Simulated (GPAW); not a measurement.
Entries from a set of simulations; values are calculated unless marked as measured.

```xyz
2
Lattice="0.000 2.672 2.672 2.672 0.000 2.672 2.672 2.672 0.000" Properties=species:S:1:pos:R:3 pbc="T T T" subject="KF (Carobbiite): G0W0 with GPAW, start to end" method="DFT, PBE, plane waves, PAW (and 1 further level or step)" program="GPAW 26.7.0" settings="cutoff 600 eV, GPAW PAW setups 1.2.1 data release, 6×6×6 k-mesh, nbands 577" cost="4 runs, 7 min in all on 4 MPI ranks of Intel Xeon Platinum 8375C at 2.90GHz (Ice Lake), shared host" notes="The cell and positions come from the Crystallography Open Database and are kept as given unless a step says otherwise." pbe_gap="6.18 eV, direct" g0w0_gap_on_the_mesh="9.65 eV" gw_settings="6×6×6 mesh, 263 bands, screening to 210 eV, Godby-Needs plasmon pole" known_limits="short of the basis limit"
K     0.000    0.000    0.000
F     2.672    2.672    2.672
```

[Long decimals in the printed logs are rounded to 6 places.]

[Logs are printed without paths, hosts, clocks, repeated set-up lines and the standing remarks that a program may print on its own settings, such as how far it seeks lower states.]

[Paths, hosts, dates, memory and timing lines, banners, echoed tables and standing remarks are left out of the program output; an Ansatz launch command may be rebuilt from the run's recorded settings. Measured values are a selection of at most five: reports struck by readers or far from the other reports are left out. None is set beside runs whose start may be inverted or whose files or cutoffs have a known fault.]

[Runs of the session that timed out or met a known fault of the program may be left out.]

[Hosts, paths, dates, database ids (printed as entryN), source tags and the programs' standing remarks are cut or masked in the printed files.]

[Where the starting crystal was built by hand or by swapping elements, it need not be the compound's stable phase.]
